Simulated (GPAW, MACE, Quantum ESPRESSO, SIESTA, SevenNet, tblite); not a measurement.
# Codes compared on Zr2CO2 MXene, 4 layers (80 atoms)

Wanted: errors and costs of other methods on Zr2CO2 MXene, 4 layers (80 atoms). A plane-wave run serves as the reference.

Calculated with Quantum ESPRESSO 7.5; Kohn-Sham DFT, PBE, SSSP efficiency 1.3.0 pseudopotentials, plane waves.

## (1) The starting structure

The cell holds 80 atoms: 16 C, 32 Zr and 32 O. Cell: a = 6.752 Å, b = 6.752 Å, c = 40.780 Å, α = 90.0°, β = 90.0°, γ = 120.0°. It derives from Zr2CO2 (Zr2CO2 MXene). 4 layers of Zr2CO2 MXene (a = 3.31 Å), 2 x 2 cells, biaxial strain +2 %, every second layer slid by 0.333 of a1 + 2 a2; facing planes 2.84, 2.72, 2.82 Å apart; 14 Å of vacuum. Then every atom was moved at random, 0.05 Å r.m.s. a Cartesian component. Regions: layer 1, 20 atoms (4 C, 8 Zr and 8 O); layer 2, 20 atoms (4 C, 8 Zr and 8 O); layer 3, 20 atoms (4 C, 8 Zr and 8 O); layer 4, 20 atoms (4 C, 8 Zr and 8 O). Vacuum lies along c.

## (2) The reference run

The input, pw.in:

```
&control
  calculation = 'scf'
  pseudo_dir = './pseudo'
  outdir = './tmp'
  disk_io = 'none'
  tprnfor = .true.
/
&system
  ibrav = 0
  nat = 80
  ntyp = 3
  ecutwfc = 60
  ecutrho = 480
  nosym = .true.
  occupations = 'smearing'
  smearing = 'fd'
  degauss = 0.003675
/
&electrons
  conv_thr = 4.0e-07
  electron_maxstep = 100
  mixing_beta = 0.4
  mixing_mode = 'local-TF'
  diagonalization = 'david'
/
ATOMIC_SPECIES
C 12.011 C.upf
Zr 91.224 Zr.upf
O 15.999 O.upf
CELL_PARAMETERS angstrom
6.75240 0.00000 0.00000
-3.37620 5.84775 0.00000
0.00000 0.00000 40.78000
ATOMIC_POSITIONS crystal
C 0.99809 0.99353 0.23019
Zr 0.16125 0.32831 0.26291
Zr 0.33131 0.17611 0.19416
O 0.34570 0.17142 0.28266
O 0.17557 0.33172 0.17063
C 0.00593 0.49987 0.22842
Zr 0.18004 0.83591 0.26014
Zr 0.32820 0.64980 0.19322
O 0.33753 0.65979 0.28433
O 0.14867 0.81491 0.17025
C 0.50706 0.99289 0.22763
Zr 0.66427 0.33252 0.26202
[... 64 atom lines left out ...]
Zr 0.84445 0.17483 0.80538
Zr 0.98906 0.98540 0.73925
O 0.01282 0.00794 0.82832
O 0.83583 0.16767 0.71547
K_POINTS gamma
```

Started as:

```bash
> OMP_NUM_THREADS=1 mpirun -np 4 pw.x -in pw.in > output.txt
```

The log of the run:

```text
Program PWSCF
     gamma-point specific algorithms are used
     one sub-group per band group will be used
     scalapack distributed-memory algorithm (size of sub-group:  2*  2 procs)
     Parallelization info
     sticks:   dense  smooth     PW     G-vecs:    dense   smooth      PW
     Min        1346     678    167               482518   170674   21325
     Max        1348     679    170               482532   170703   21370
     Sum        5389    2713    673              1930089   682761   85367
     bravais-lattice index     =            0
     lattice parameter (alat)  =      12.7602  a.u.
     unit-cell volume          =   10866.5274 (a.u.)^3
     number of atoms/cell      =           80
     number of atomic types    =            3
[... lines left out ...]
     total energy              =   -4808.04535701 Ry
[... lines left out ...]
     c_bands:  3 eigenvalues not converged
[... lines left out ...]
     c_bands:  1 eigenvalues not converged
[... lines left out ...]
     c_bands:  2 eigenvalues not converged
[... lines left out ...]
     c_bands:  5 eigenvalues not converged
[... lines left out ...]
     c_bands:  3 eigenvalues not converged
[... lines left out ...]
     c_bands:  1 eigenvalues not converged
[... lines left out ...]
     total energy              =   -4808.12359930 Ry
[... lines left out ...]
     total energy              =   -4808.12359932 Ry
     estimated scf accuracy    <       0.00000043 Ry
     iteration # 39     ecut=    60.00 Ry     beta= 0.40
     negative rho (up, down):  2.069E+00 0.000E+00
     End of self-consistent calculation
          k = 0.0000 0.0000 0.0000 ( 42684 PWs)   bands (ev):
   -43.0212 -42.9968 -42.9763 -42.9365 -42.9249 -42.9064 -42.9061 -42.8773
   -42.8745 -42.8364 -42.8314 -42.8074 -42.8071 -42.8069 -42.7906 -42.7741
   -42.7587 -42.7520 -42.7361 -42.7259 -42.7116 -42.7108 -42.6865 -42.6681
[...]
9.8001   9.8352   9.8460   9.8881   9.8997   9.9437   9.9580   9.9839
    10.0182  10.0220  10.0427  10.0537  10.0820  10.0890  10.1106  10.1128
     the Fermi energy is     6.6605 ev
!    total energy              =   -4808.12359915 Ry
     estimated scf accuracy    <       0.00000034 Ry
     smearing contrib. (-TS)   =      -0.00132492 Ry
     internal energy E=F+TS    =   -4808.12227422 Ry
     The total energy is F=E-TS. E is the sum of the following terms:
     one-electron contribution =  -39152.68838573 Ry
     hartree contribution      =   19779.86824291 Ry
     xc contribution           =    -881.37799527 Ry
     ewald contribution        =   15849.34339353 Ry
     one-center paw contrib.   =    -403.26752968 Ry
     convergence has been achieved in  39 iterations
     negative rho (up, down):  2.069E+00 0.000E+00
     Forces acting on atoms (cartesian axes, Ry/au):
     atom    1 type  1   force =     0.03550402   -0.01898862   -0.03951550
     atom    2 type  2   force =    -0.00309562   -0.00036274   -0.01156601
     atom    3 type  2   force =    -0.01151264   -0.02277293    0.01351230
[...]
atom   79 type  3   force =    -0.02436121   -0.02790097   -0.00890320
     atom   80 type  3   force =     0.00385909   -0.00254890    0.03519670
     Total force =     0.430017     Total SCF correction =     0.002899
     Message from routine punch:
     Nothing written, as per user request (disk_io='none')
```

Run time: 12 min. Hardware: 4 MPI ranks of Arm Neoverse V1, shared host; peak memory 5.7 GiB; 47 min of CPU time.

Banners, paths, timers and routine set-up lines are dropped from the logs unmarked, and long logs keep their key lines alone; longer cuts are marked.

Numbers from this run:

| Item | Value |
| --- | --- |
| r.m.s. force component | 0.7137 eV/Å |
| longest force | 2.538 eV/Å |
| gap (highest filled to lowest empty level) | 0.4784 eV |

## (3) Structure statistics

Normalised to the volume that the atoms fill. Pair distribution functions g(r), in bins of 0.2 Å:

```csv
r (Å),total,O-O,O-Zr,O-C,Zr-Zr,Zr-C,C-C
1.90,0.04,0.00,0.11,0.00,0.00,0.00,0.00
2.10,2.02,0.00,6.20,0.00,0.00,0.19,0.00
2.30,2.42,0.00,2.81,0.00,0.00,9.55,0.00
2.50,0.85,0.00,0.00,0.00,0.00,5.33,0.00
2.70,0.04,0.23,0.00,0.00,0.00,0.00,0.00
2.90,0.72,0.65,0.00,3.88,0.00,0.00,0.00
3.10,0.91,0.00,0.00,5.53,0.18,0.00,0.00
3.30,2.48,5.41,0.00,0.00,7.63,0.00,9.83
3.50,1.28,2.98,0.17,0.00,3.42,0.00,5.10
3.70,0.28,0.00,0.88,0.00,0.00,0.00,0.00
3.90,0.45,0.00,1.37,0.00,0.00,0.06,0.00
4.10,1.27,0.00,1.90,0.00,0.00,4.14,0.00
4.30,0.66,0.94,1.17,0.05,0.00,0.79,0.00
4.50,0.80,1.25,0.00,3.66,0.13,0.00,0.00
4.70,0.35,0.35,0.00,0.45,1.39,0.00,0.00
4.90,0.99,1.06,2.23,0.04,0.60,0.00,0.00
5.10,1.00,0.77,2.20,0.24,0.75,0.10,0.00
5.30,1.58,0.00,2.55,0.06,0.00,4.74,0.00
5.50,0.81,0.00,0.64,2.62,0.03,1.13,0.00
5.70,1.14,0.80,0.00,3.99,2.02,0.00,1.28
5.90,1.22,2.78,0.00,0.28,3.54,0.10,3.59
6.10,0.41,0.70,0.01,0.91,0.57,0.31,0.10
6.30,0.46,0.04,1.00,0.29,0.05,0.49,0.00
6.50,0.51,0.90,0.73,0.78,0.00,0.02,0.00
6.70,0.87,2.04,0.30,0.00,1.85,0.02,3.70
6.90,1.18,1.58,1.82,0.00,0.53,1.62,0.00
7.10,1.06,0.09,1.51,0.17,0.34,3.02,0.00
7.30,1.02,0.65,0.79,3.15,0.16,0.84,0.00
```

Bonds by pair of elements; cutoffs follow the first minimum of g(r), held within bounds set by covalent radii, and pairs that aren't listed don't count as bonded (cutoffs were set anew for this text, so counts can differ from the run's own analysis):

| pair A-B | cutoff (Å) | bonds | mean length (Å) | spread (Å) | shortest (Å) | B about A | A about B |
| --- | --- | --- | --- | --- | --- | --- | --- |
| O-Zr | 2.82 | 96 | 2.16 | 0.072 | 1.99 | 3 | 3 |
| Zr-C | 2.81 | 96 | 2.38 | 0.067 | 2.19 | 3 | 6 |

How many atoms have how many bonded neighbours:

```
element  mean   3   6
      C     6   0  16
      O     3  32   0
     Zr     6   0  32
```

## (4) The ladder

The programs:
- MACE: machine-learned potential, published weights.
- SIESTA 5.4.2: numerical atomic orbitals, whose automatically made sets are far from complete, with PseudoDojo norm-conserving potentials that we converted to its format (checked against plane waves on the same files for H, C, O, Si, Ge and Ca alone); labels give functional, basis size, energy shift and mesh cutoff.
- SevenNet: machine-learned potential, published weights.

All use the same cell and atoms; the electronic-structure runs use the same k-mesh, and an electronic temperature of 580 K (0.05 eV) where levels are smeared.

Differences are against the plane-wave reference, forces as r.m.s. over components; share is that over the reference's r.m.s. force, slope the least-squares factor from reference forces to these. Total energies of different programs have different zeros and aren't compared.

```csv
run,"Δ force, r.m.s. (meV/Å)",share (%),slope,Δ gap (eV),cores,CPU time,memory (GiB)
reference,-,-,-,-,4,47 min,5.7
MACE MP-0b2 small potential,456,63.9,0.624,-,1,7.9 s,0.66
MACE MPA-0 medium potential,368,51.5,0.879,-,1,9.2 s,1
"SIESTA LDA, DZP, shift 0.01 Ry, mesh 500 Ry",137,19.2,1.060,-0.0742,2,7.5 min,2.2
"SIESTA PBE, DZP, shift 0.005 Ry, mesh 500 Ry",162,22.7,1.004,-0.0508,2,13 min,2.6
"SIESTA PBE, DZP, shift 0.01 Ry, mesh 150 Ry (coarse)",119,16.7,1.027,-0.0482,2,2.3 min,0.79
"SIESTA PBE, DZP, shift 0.01 Ry, mesh 500 Ry",118,16.5,1.026,-0.0479,2,8.4 min,2.2
"SIESTA PBE, SZP, shift 0.01 Ry, mesh 500 Ry (coarse)",253,35.5,1.048,-,2,7.6 min,1.9
SevenNet 0 potential,415,58.1,0.842,-,1,9.1 s,0.84
```

Rows marked coarse were listed beforehand as settings not expected to be converged; some can still land near the reference.

Times of the machine-learned potentials are mostly Python's start and the loading of weights.

CPU time is summed over cores on a shared host, where runs went side by side, so it is rough. Symmetry, cutoffs, thresholds, outputs and thread counts weren't matched or tuned between programs; memory under MPI is the largest rank's times the ranks.

Runs without a result: GPAW PBE, LCAO dzp, h 0.18 Å (cut off at its time limit of 15 min); GPAW PBE, LCAO dzp, h 0.25 Å (cut off at its time limit of 9.9 min); GPAW PBE, LCAO szp(dzp), h 0.18 Å (cut off at its time limit of 8.3 min).

Mean charges by element (e), by run and scheme:

| run | scheme | C | Zr | O |
| --- | --- | --- | --- | --- |
| SIESTA LDA, DZP, shift 0.01 Ry, mesh 500 Ry | Hirshfeld | -0.40 | +0.47 | -0.27 |
| SIESTA PBE, DZP, shift 0.005 Ry, mesh 500 Ry | Hirshfeld | -0.42 | +0.50 | -0.29 |
| SIESTA PBE, DZP, shift 0.01 Ry, mesh 500 Ry | Hirshfeld | -0.40 | +0.48 | -0.28 |

Within one program, basis, potentials and functional, energies share a zero. Each run against its twin at the usual cutoff or grid and solver:

```csv
run,twin,Δ energy (meV/atom),"Δ force, r.m.s. (meV/Å)",CPU time over the twin's
"SIESTA PBE, DZP, shift 0.01 Ry, mesh 150 Ry","DZP, shift 0.01 Ry, mesh 500 Ry",1.37,18.4,0.28
```

A second geometry, displaced anew (every atom was moved at random, 0.06 Å r.m.s. a Cartesian component), gives an energy difference that all programs can be tested on. The reference puts it at 5.285 meV/atom.

```
                                         run  energy less the first geometry's (meV/atom)  error (meV/atom)  force share at the second geometry (%)
                 MACE MP-0b2 small potential                                        9.593              4.31                                    69.2
                        SevenNet 0 potential                                        16.41              11.1                                    65.6
                 MACE MPA-0 medium potential                                        14.62              9.33                                    60.4
 SIESTA PBE, DZP, shift 0.01 Ry, mesh 500 Ry                                        4.246             -1.04                                    16.8
 SIESTA PBE, SZP, shift 0.01 Ry, mesh 500 Ry                                       0.2963             -4.99                                    36.6
 SIESTA LDA, DZP, shift 0.01 Ry, mesh 500 Ry                                        4.849            -0.435                                    19.7
SIESTA PBE, DZP, shift 0.005 Ry, mesh 500 Ry                                        3.894             -1.39                                    21.9
 SIESTA PBE, DZP, shift 0.01 Ry, mesh 150 Ry                                        4.194             -1.09                                    16.9
```

## (5) Results

```yaml
reference_r_m_s_force_component: 0.714 eV/Å
nearest_in_forces: SIESTA PBE, DZP, shift 0.01 Ry, mesh 500 Ry, 16 %
farthest_in_forces: MACE MP-0b2 small potential, 64 %
cheapest_electronic_structure_run_beside_the_reference: SIESTA PBE, DZP, shift 0.01 Ry, mesh 150 Ry, 2.3 min of CPU time
```

In words: The PBE runs in local orbitals, coarse settings apart, differ by 16 % (SIESTA PBE, DZP, shift 0.01 Ry, mesh 500 Ry) to 23 % (SIESTA PBE, DZP, shift 0.005 Ry, mesh 500 Ry); basis, grid and potentials can all enter. Machine-learned potentials differ by 52 % (MACE MPA-0 medium potential) to 64 % (MACE MP-0b2 small potential); they were trained on other programs' data. Among those trained on PBE data the slope goes as low as 0.62, with a correlation of 0.77, so directions differ as well as sizes. Rows with another functional or a dispersion term differ by 19 % (SIESTA LDA, DZP, shift 0.01 Ry, mesh 500 Ry), which mixes the change of model with differences of basis and potentials. Runs with settings chosen to be coarse differ by 17 % (SIESTA PBE, DZP, shift 0.01 Ry, mesh 150 Ry) to 35 % (SIESTA PBE, SZP, shift 0.01 Ry, mesh 500 Ry), their programs' other errors included. Of the electronic-structure runs that take under half the reference's CPU time, SIESTA PBE, DZP, shift 0.01 Ry, mesh 500 Ry is among the nearest, at 16 % in 8.4 min against 47 min. At the same functional, the gap of these runs lies 0.05 eV below the reference's 0.478 eV. These are spacings on the run's k-points, which needn't hold the band edges. The mean charges agree among these rows within 0.04 e. The energy difference between the two geometries, 5.28 meV/atom in the reference, is met best by SIESTA LDA, DZP, shift 0.01 Ry, mesh 500 Ry (-0.435) and worst by SevenNet 0 potential (+11.1). In the reference: filled and empty levels are parted by 0.478 eV on the run's k-points; the mesh holds the band edges only if they fold onto it, so the gap at this level can be narrower or closed, while semilocal functionals tend to narrow gaps against experiment. In the reference: By these cutoffs all C atoms have 6, all O atoms have 3 and all Zr atoms have 6 bonded neighbours. Machine-learned potentials mimic data converged in k, so the reference's own k-point error enters their differences. The cell is under 6 Å thick along two periodic directions, so every atom has periodic images of itself close by, which move with it and show among its neighbours and in g(r). The electronic-structure runs sample only Γ, in a cell whose shortest periodic width is 6 Å.

[Also dropped from logs without a mark: logging warnings of Python, and SIESTA's first energy breakdown and zero terms.]

[Logs are printed without paths, hosts, clocks, repeated set-up lines and the standing remarks that a program may print on its own settings, such as how far it seeks lower states.]

[Hosts, paths, dates, database ids (printed as entryN), source tags and the programs' standing remarks are cut or masked in the printed files.]
